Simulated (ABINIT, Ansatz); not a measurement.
# LiNbO3 (R3c): G0W0 on several meshes in ABINIT

Wanted: mesh dependence and cost of G0W0 for LiNbO3 (R3c).

Program: ABINIT 10.8.3. Level of theory: PBE and many-body steps on it, plane waves. Results are calculated unless marked as measured.

**1. Set-up**

The structure is trigonal, space group R3c (No. 161). Conventional cell: a = 5.152 Å, b = 5.152 Å, c = 13.869 Å, α = 90.00°, β = 90.00°, γ = 120.00°. Nearest to Li lie 6 O at 2.07 to 2.24 Å. Nb has 6 O at 1.88 to 2.13 Å nearest. O has 2 Nb at 1.88 to 2.13 Å and 2 Li at 2.07 to 2.24 Å nearest. Farther neighbours and most contacts between anions are not listed.

Coordinates:

```cif
data_structure
_symmetry_space_group_name_H-M 'R3c:H'
_symmetry_Int_Tables_number 161
_cell_length_a 5.1516
_cell_length_b 5.1516
_cell_length_c 13.8690
_cell_angle_alpha 90.000
_cell_angle_beta 90.000
_cell_angle_gamma 120.000
_cell_volume 318.76
loop_
_atom_site_label
_atom_site_type_symbol
_atom_site_symmetry_multiplicity
_atom_site_Wyckoff_symbol
_atom_site_fract_x
_atom_site_fract_y
_atom_site_fract_z
_atom_site_occupancy
Li1 Li 6 a 0.66667 0.33333 0.05183 1
Nb1 Nb 6 a 0.66667 0.33333 0.33328 1
O1 O 18 b 0.01050 0.38222 0.26991 1
```

The cell and positions come from the Crystallography Open Database and are kept as given unless a step says otherwise.

**2. Empty states on the mesh, 4×4×4 mesh, 574 bands**

This step: ABINIT 10.8.3; DFT, PBE, plane waves, norm-conserving pseudopotentials.

The sums over transitions need many empty states on a uniform mesh; this step solves for them.

Input file run.abi:

```
acell 3*1.0 Angstrom
rprim 
  2.575800000019 1.487138823389 4.623000000000
  -2.575800000018 1.487138823389 4.623000000000
  0.000000000000 -2.974277646779 4.623000000000
ntypat 3
znucl 3 41 8
natom 10
typat 1 1 2 2 3 3 3 3 3 3
xred 
  0.281500000000 0.281500000000 0.281500000000
  0.781500000000 0.781500000000 0.781500000000
  0.000055000000 0.000055000000 0.000055000000
  0.500055000000 0.500055000000 0.500055000000
  0.112310000000 0.358360000000 0.719590000000
  0.719590000000 0.112310000000 0.358360000000
  0.358360000000 0.719590000000 0.112310000000
  0.219590000000 0.858360000000 0.612310000000
  0.858360000000 0.612310000000 0.219590000000
  0.612310000000 0.219590000000 0.858360000000
pp_dirpath "pseudos"
pseudos "Li.upf, Nb.upf, O.upf"
ecut 37
ngkpt 4 4 4
nshiftk 1
shiftk 0 0 0
kptopt 1
chksymbreak 0
iscf -2
irdden 1
istwfk *1
nband 574
nbdbuf 52
tolwfr 1e-09
nstep 60
prtvol 0
indata_prefix "in"
outdata_prefix "out"
tmpdata_prefix "tmp"
```

On the command line:

```
> OMP_NUM_THREADS=1 mpirun -n 16 abinit run.abi > log
```

Numbers of over 12 decimals in the logs are rounded to 6 here.

What it wrote:

```text
.Version 10.8.3 of ABINIT. v10.8.2 released Aug 2026.

 Symmetries : space group R3 c (#161); Bravais hR (rhombohedral)
[... echo of the input left out ...]
== DATASET  1 ==================================================================
-   mpi_nproc: 16, omp_nthreads: 1 (-1 if OMP is not activated)
-    --> not optimal distribution: autoparal keyword recommended in input file <--

--- !DatasetInfo
iteration_state: {dtset: 1, }
dimensions: {natom: 10, nkpt: 13, mband: 574, nsppol: 1, nspinor: 1, nspden: 1, mpw: 7739, }
cutoff_energies: {ecut:  37.0, pawecutdg:  -1.0, }
[...]
5.95151    5.95152    5.95778    5.95837    5.95838    5.96983    5.96983    5.98198
   6.00577    6.00579    6.01795    6.02168    6.03419    6.04720    6.04738    6.06893
   6.06917    6.07003    6.08447    6.11077    6.13308    6.15288
 prteigrs : prtvol=0 or 1, do not print more k-points.

== END DATASET(S) ==============================================================
================================================================================

 -outvars: echo values of variables after computation  --------
            nband         574
             nkpt          13
          spgroup         161
 [... the other variables as echoed above ...]

 Calculation completed.
```

The job ended after 7.6 min (16 MPI ranks of Arm Neoverse V2, shared host; peak memory 2.5 GiB).

Numbers from this step:

```
gap                                                           : 3.616 eV
k of the valence top                                          : 0, 0, 0
k of the conduction bottom                                    : 0.5, 0.25, 0
least direct gap                                              : 3.618 eV
k points computed                                             : 13
lowest point of the top converged band, above the valence top : 149.6852 eV
```

On this mesh the gap is 3.616 eV.

The density comes from a self-consistent run that is not shown.

**3. Screening, 4×4×4 mesh, 233 bands, screening to 141.5 eV**

The RPA dielectric matrix is built and inverted for each q.

This step: RPA screening on PBE, plane waves, norm-conserving pseudopotentials.

run.abi: that of step 2 with these lines changed.

```diff
@@ -28,10 +28,11 @@
 chksymbreak 0
-iscf -2
-irdden 1
 istwfk *1
-nband 574
-nbdbuf 52
-tolwfr 1e-09
-nstep 60
-prtvol 0
+occopt 1
+irdwfk 1
+optdriver 3
+nband 233
+ecuteps 5.2
+inclvkb 2
+awtr 1
+symchi 1
 indata_prefix "in"
```

What it wrote:

```text
.Version 10.8.3 of ABINIT. v10.8.2 released Aug 2026.

 Symmetries : space group R3 c (#161); Bravais hR (rhombohedral)
[... echo of the input left out ...]
== DATASET  1 ==================================================================
-   mpi_nproc: 16, omp_nthreads: 1 (-1 if OMP is not activated)

--- !DatasetInfo
iteration_state: {dtset: 1, }
dimensions: {natom: 10, nkpt: 13, mband: 233, nsppol: 1, nspinor: 1, nspden: 1, mpw: 7739, }
cutoff_energies: {ecut:  37.0, pawecutdg:  -1.0, }
electrons: {nelect:   6.80000000E+01, charge:   0.00000000E+00, occopt:   1.00000000E+00, tsmear:   1.00000000E-02, }

 SCREENING: Calculation of the susceptibility and dielectric matrices

 Based on a program developped by R.W. Godby, V. Olevano, G. Onida, and L. Reining.
 Incorporated in ABINIT by V. Olevano, G.-M. Rignanese, and M. Torrent.
.Using double precision arithmetic ; gwpc =  8

[... cell and pseudopotentials left out ...]
--------------------------------------------------------------------------------

 ==== K-mesh for the wavefunctions ====
 Number of points in the irreducible wedge :    13
[... list of points left out ...]
 Together with  6 symmetry operations and time-reversal symmetry
 yields    64 points in the full Brillouin Zone.

 ==== Q-mesh for the screening function ====
 Number of points in the irreducible wedge :    13
[... list of points left out ...]
 Together with  6 symmetry operations and time-reversal symmetry
 yields    64 points in the full Brillouin Zone.

 setmesh: FFT mesh size selected  =    40x   40x   40
          total number of points  =        64000

 vcoul_init : cutoff-mode = AUXILIARY_FUNCTION
 q-points for optical limit:   1
     1)      0.000010    0.000020    0.000030

- screening: taking advantage of time-reversal symmetry
- Maximum band index for partially occupied states nbvw = 34
- Remaining bands to be divided among processors   nbcw = 199
- Number of bands treated by each node ~12

 Number of electrons calculated from density =   68.0000; Expected =   68.0000
 average of density, n =  0.094836
 r_s =    1.3603
 omega_plasma =   29.7059 [eV]

 calculating chi0 at frequencies [eV] :
  1    0.000000E+00    0.000000E+00
  2    0.000000E+00    2.970588E+01

--------------------------------------------------------------------------------
  q-point number  1        q = ( 0.000000, 0.000000, 0.000000) [r.l.u.]
--------------------------------------------------------------------------------
[... chi0 elements left out ...]
 For q-point:  0.000010 0.000020 0.000030
  dielectric constant =   5.0180
  dielectric constant without local fields =   5.6246

  Average fulfillment of the sum rule on Im[epsilon] for q-point    1 :     70.46  [%]
[... wings left out ...]
  q-point number  2        q = ( 0.250000, 0.000000, 0.000000) [r.l.u.]
--------------------------------------------------------------------------------
[... chi0 elements left out ...]
  Average fulfillment of the sum rule on Im[epsilon] for q-point    2 :     78.30  [%]

 [... 11 further q-points ...]
```

It took 6.6 min on 16 MPI ranks; peak memory 13 GiB.

This step gave:

```
ε∞ with local fields, on this mesh, along the program's q direction : 5.018
the same without local fields                                       : 5.625
plasma frequency                                                    : 29.71 eV
plane waves in the screening matrix                                 : 405
```

Local fields lower ε∞ by 11 %.

**4. 4×4×4**

The self-energy is evaluated for the states that the input lists, and the levels follow from it, in one-shot runs by the linearised quasiparticle equation.

This step: G0W0 on PBE, plane waves, norm-conserving pseudopotentials.

run.abi: that of step 3 with these lines changed.

```diff
@@ -31,8 +31,17 @@
 irdwfk 1
-optdriver 3
+optdriver 4
 nband 233
+gwcalctyp 0
+ecutsigx 37
+symsigma 1
+nkptgw 2
+kptgw 
+  0.0000000000 0.0000000000 0.0000000000
+  0.5000000000 0.2500000000 0.0000000000
+bdgw 
+  33 36
+  33 36
 ecuteps 5.2
-inclvkb 2
-awtr 1
-symchi 1
+irdscr 1
+ppmodel 1
 indata_prefix "in"
```

What it wrote:

```text
.Version 10.8.3 of ABINIT. v10.8.2 released Aug 2026.

 Symmetries : space group R3 c (#161); Bravais hR (rhombohedral)
[... echo of the input left out ...]
== DATASET  1 ==================================================================
-   mpi_nproc: 16, omp_nthreads: 1 (-1 if OMP is not activated)

--- !DatasetInfo
iteration_state: {dtset: 1, }
dimensions: {natom: 10, nkpt: 13, mband: 233, nsppol: 1, nspinor: 1, nspden: 1, mpw: 7739, }
cutoff_energies: {ecut:  37.0, pawecutdg:  -1.0, }
electrons: {nelect:   6.80000000E+01, charge:   0.00000000E+00, occopt:   1.00000000E+00, tsmear:   1.00000000E-02, }

 SIGMA: Calculation of the GW corrections

 Based on a program developped by R.W. Godby, V. Olevano, G. Onida, and L. Reining.
 Incorporated in ABINIT by V. Olevano, G.-M. Rignanese, and M. Torrent.
.Using double precision arithmetic ; gwpc =  8

[... cell and pseudopotentials left out ...]
--------------------------------------------------------------------------------

 ==== K-mesh for the wavefunctions ====
 Number of points in the irreducible wedge :    13
[... list of points left out ...]
 Together with  6 symmetry operations and time-reversal symmetry
 yields    64 points in the full Brillouin Zone.

 ==== Q-mesh for screening function ====
 Number of points in the irreducible wedge :    13
[... list of points left out ...]
 Together with  6 symmetry operations and time-reversal symmetry
 yields    64 points in the full Brillouin Zone.

 vcoul_init : cutoff-mode = AUXILIARY_FUNCTION
 q-points for optical limit:   1
     1)      0.000010    0.000020    0.000030
 setmesh: FFT mesh size selected  =    60x   60x   60
          total number of points  =       216000

 Number of electrons calculated from density =   68.0000; Expected =   68.0000
 average of density, n =  0.094836
 r_s =    1.3603
 omega_plasma =   29.7059 [eV]

 === KS Band Gaps ===
  >>>> For spin  1
   Minimum direct gap =   3.6183 [eV], located at k-point      :   0.0000  0.0000  0.0000
   Fundamental gap    =   3.6160 [eV], Top of valence bands at :   0.0000  0.0000  0.0000
                                       Bottom of conduction at :   0.5000  0.2500  0.0000
 SIGMA fundamental parameters:
 PLASMON POLE MODEL  1
 number of plane-waves for SigmaX                 7739
 number of plane-waves for SigmaC and W            405
 number of plane-waves for wavefunctions          7739
 number of bands                                   233
 number of independent spin polarizations            1
 number of spinorial components                      1
 number of k-points in IBZ                          13
 number of q-points in IBZ                          13
 number of symmetry operations                       6
 number of k-points in BZ                           64
 number of q-points in BZ                           64
 number of frequencies for dSigma/dE                 9
 frequency step for dSigma/dE [eV]                0.25
 number of omega for Sigma on real axis              0
 max omega for Sigma on real axis  [eV]           0.00
 zcut for avoiding poles [eV]                     0.10

 EPSILON^-1 parameters (SCR file):
 dimension of the eps^-1 matrix on file            405
 dimension of the eps^-1 matrix used               405
 number of plane-waves for wavefunctions          7739
 number of bands                                   233
 number of q-points in IBZ                          13
 number of frequencies                               2
 number of real frequencies                          1
 number of imag frequencies                          1

 matrix elements of self-energy operator (all in [eV])

 Perturbative Calculation

--- !SelfEnergy_ee
iteration_state: {dtset: 1, }
kpoint     : [   0.000,    0.000,    0.000, ]
spin       : 1
KS_gap     :    3.618
QP_gap     :    5.093
Delta_QP_KS:    1.475
data: !SigmaeeData |
     Band     E0 <VxcDFT>   SigX SigC(E0)      Z dSigC/dE  Sig(E)    E-E0       E
       33   4.475 -19.865 -24.865   4.712   0.775  -0.291 -20.088  -0.223   4.253
       34   4.475 -19.865 -24.865   4.712   0.775  -0.291 -20.088  -0.223   4.253
       35   8.093 -17.114 -11.382  -4.189   0.811  -0.233 -15.862   1.253   9.346
       36   8.093 -17.114 -11.382  -4.189   0.811  -0.233 -15.862   1.253   9.346

--- !SelfEnergy_ee
iteration_state: {dtset: 1, }
kpoint     : [   0.500,    0.250,    0.000, ]
spin       : 1
KS_gap     :    3.727
QP_gap     :    5.225
Delta_QP_KS:    1.498
data: !SigmaeeData |
     Band     E0 <VxcDFT>   SigX SigC(E0)      Z dSigC/dE  Sig(E)    E-E0       E
       33   4.173 -19.692 -24.669   4.630   0.776  -0.289 -19.961  -0.269   3.904
       34   4.364 -19.756 -24.822   4.737   0.775  -0.290 -20.011  -0.255   4.109
       35   8.091 -17.056 -11.284  -4.242   0.812  -0.231 -15.813   1.243   9.334
       36   8.569 -17.473 -11.697  -4.163   0.807  -0.239 -16.171   1.302   9.870

== END DATASET(S) ==============================================================
================================================================================

 -outvars: echo values of variables after computation  --------
           etotal      0.0000000000E+00
            nband         233
             nkpt          13
          spgroup         161
 [... the other variables as echoed above ...]

 Calculation completed.
```

The job ended after 44 s (16 MPI ranks; peak memory 7.1 GiB).

This step gave:

```
G0W0 gap on the points computed              : 5.081 eV
starting gap on the mesh                     : 3.616 eV
k of the valence top                         : 0, 0, 0
k of the conduction bottom                   : 0.5, 0.25, 0
Z at the valence top                         : 0.775
Z at the conduction bottom                   : 0.812
least direct G0W0 gap on the computed points : 5.093 eV
```

The gap on the mesh goes from 3.62 eV to 5.08 eV, a correction of +1.47 eV.

**5. Empty states on the mesh, 2×2×2 mesh, 255 bands**

This step: DFT, PBE, plane waves, norm-conserving pseudopotentials.

run.abi: that of step 4 with these lines changed.

```diff
@@ -23,3 +23,3 @@
 ecut 37
-ngkpt 4 4 4
+ngkpt 2 2 2
 nshiftk 1
@@ -28,20 +28,10 @@
 chksymbreak 0
+iscf -2
+irdden 1
 istwfk *1
-occopt 1
-irdwfk 1
-optdriver 4
-nband 233
-gwcalctyp 0
-ecutsigx 37
-symsigma 1
-nkptgw 2
-kptgw 
-  0.0000000000 0.0000000000 0.0000000000
-  0.5000000000 0.2500000000 0.0000000000
-bdgw 
-  33 36
-  33 36
-ecuteps 5.2
-irdscr 1
-ppmodel 1
+nband 255
+nbdbuf 22
+tolwfr 1e-09
+nstep 60
+prtvol 0
 indata_prefix "in"
```

What it wrote:

```text
.Version 10.8.3 of ABINIT. v10.8.2 released Aug 2026.

 Symmetries : space group R3 c (#161); Bravais hR (rhombohedral)
[... echo of the input left out ...]
== DATASET  1 ==================================================================
-   mpi_nproc: 16, omp_nthreads: 1 (-1 if OMP is not activated)
-    --> not optimal distribution: autoparal keyword recommended in input file <--

--- !DatasetInfo
iteration_state: {dtset: 1, }
dimensions: {natom: 10, nkpt: 4, mband: 255, nsppol: 1, nspinor: 1, nspden: 1, mpw: 7739, }
cutoff_energies: {ecut:  37.0, pawecutdg:  -1.0, }
[...]
3.13400    3.15562    3.15562    3.16147    3.18021    3.18021    3.20292    3.21860
   3.21860    3.22509    3.23551    3.23551    3.26064    3.26138    3.26138    3.27350
   3.29498    3.31046    3.32343    3.32403    3.34632    3.35789    3.36525
 prteigrs : prtvol=0 or 1, do not print more k-points.

== END DATASET(S) ==============================================================
================================================================================

 -outvars: echo values of variables after computation  --------
            nband         255
             nkpt           4
          spgroup         161
 [... the other variables as echoed above ...]

 Calculation completed.
```

Run time: 2.1 min. Hardware: 16 MPI ranks; peak memory 1.4 GiB.

This step gave:

* gap: 3.618 eV
* k of the valence top: 0, 0, 0
* k of the conduction bottom: 0, 0, 0
* least direct gap: 3.618 eV
* k points computed: 4
* lowest point of the top converged band, above the valence top: 79.8480 eV

On this mesh the gap is 3.618 eV.

**6. Screening, 2×2×2 mesh, 233 bands, screening to 141.5 eV**

This step: RPA screening on PBE, plane waves, norm-conserving pseudopotentials.

run.abi: that of step 5 with these lines changed.

```diff
@@ -28,10 +28,11 @@
 chksymbreak 0
-iscf -2
-irdden 1
 istwfk *1
-nband 255
-nbdbuf 22
-tolwfr 1e-09
-nstep 60
-prtvol 0
+occopt 1
+irdwfk 1
+optdriver 3
+nband 233
+ecuteps 5.2
+inclvkb 2
+awtr 1
+symchi 1
 indata_prefix "in"
```

What it wrote:

```text
.Version 10.8.3 of ABINIT. v10.8.2 released Aug 2026.

 Symmetries : space group R3 c (#161); Bravais hR (rhombohedral)
[... echo of the input left out ...]
== DATASET  1 ==================================================================
-   mpi_nproc: 16, omp_nthreads: 1 (-1 if OMP is not activated)

--- !DatasetInfo
iteration_state: {dtset: 1, }
dimensions: {natom: 10, nkpt: 4, mband: 233, nsppol: 1, nspinor: 1, nspden: 1, mpw: 7739, }
cutoff_energies: {ecut:  37.0, pawecutdg:  -1.0, }
electrons: {nelect:   6.80000000E+01, charge:   0.00000000E+00, occopt:   1.00000000E+00, tsmear:   1.00000000E-02, }

 SCREENING: Calculation of the susceptibility and dielectric matrices

 Based on a program developped by R.W. Godby, V. Olevano, G. Onida, and L. Reining.
 Incorporated in ABINIT by V. Olevano, G.-M. Rignanese, and M. Torrent.
.Using double precision arithmetic ; gwpc =  8

[... cell and pseudopotentials left out ...]
--------------------------------------------------------------------------------

 ==== K-mesh for the wavefunctions ====
 Number of points in the irreducible wedge :     4
[... list of points left out ...]
 Together with  6 symmetry operations and time-reversal symmetry
 yields     8 points in the full Brillouin Zone.

 ==== Q-mesh for the screening function ====
 Number of points in the irreducible wedge :     4
[... list of points left out ...]
 Together with  6 symmetry operations and time-reversal symmetry
 yields     8 points in the full Brillouin Zone.

 setmesh: FFT mesh size selected  =    40x   40x   40
          total number of points  =        64000

 vcoul_init : cutoff-mode = AUXILIARY_FUNCTION
 q-points for optical limit:   1
     1)      0.000010    0.000020    0.000030

- screening: taking advantage of time-reversal symmetry
- Maximum band index for partially occupied states nbvw = 34
- Remaining bands to be divided among processors   nbcw = 199
- Number of bands treated by each node ~12

 Number of electrons calculated from density =   68.0000; Expected =   68.0000
 average of density, n =  0.094836
 r_s =    1.3603
 omega_plasma =   29.7059 [eV]

 calculating chi0 at frequencies [eV] :
  1    0.000000E+00    0.000000E+00
  2    0.000000E+00    2.970588E+01

--------------------------------------------------------------------------------
  q-point number  1        q = ( 0.000000, 0.000000, 0.000000) [r.l.u.]
--------------------------------------------------------------------------------
[... chi0 elements left out ...]
 For q-point:  0.000010 0.000020 0.000030
  dielectric constant =   5.1740
  dielectric constant without local fields =   5.8021

  Average fulfillment of the sum rule on Im[epsilon] for q-point    1 :     70.43  [%]
[... wings left out ...]
  q-point number  2        q = ( 0.500000, 0.000000, 0.000000) [r.l.u.]
--------------------------------------------------------------------------------
[... chi0 elements left out ...]
  Average fulfillment of the sum rule on Im[epsilon] for q-point    2 :     74.81  [%]

 [... 2 further q-points ...]
```

Wall time 48 s (16 MPI ranks); peak memory 5.7 GiB.

Numbers from this step:

* ε∞ with local fields, on this mesh, along the program's q direction: 5.174
* the same without local fields: 5.802
* plasma frequency: 29.71 eV
* plane waves in the screening matrix: 405

(Continued in part 2 of 2.)

[Paths, hosts, dates, memory and timing lines, banners, echoed tables and standing remarks are left out of the program output.]

[Logs are printed without paths, hosts, clocks, repeated set-up lines and the standing remarks that a program may print on its own settings, such as how far it seeks lower states.]

[Runs of the session that timed out or met a known fault of the program may be left out.]

[No measured gap is set beside runs whose start may be inverted or whose files or cutoffs have a known fault.]

[Hosts, paths, dates, database ids (printed as entryN), source tags and the programs' standing remarks are cut or masked in the printed files.]

[G0W0 gaps are taken among the corrected bands and points alone; a level outside them can change the order at an edge.]

[Where Ansatz stands beside ABINIT at settings called matched, ABINIT's density can come from a denser mesh and the files from another edition; pairs whose starting gaps differed by over 0.03 eV were left out, so agreement reads better than it is.]
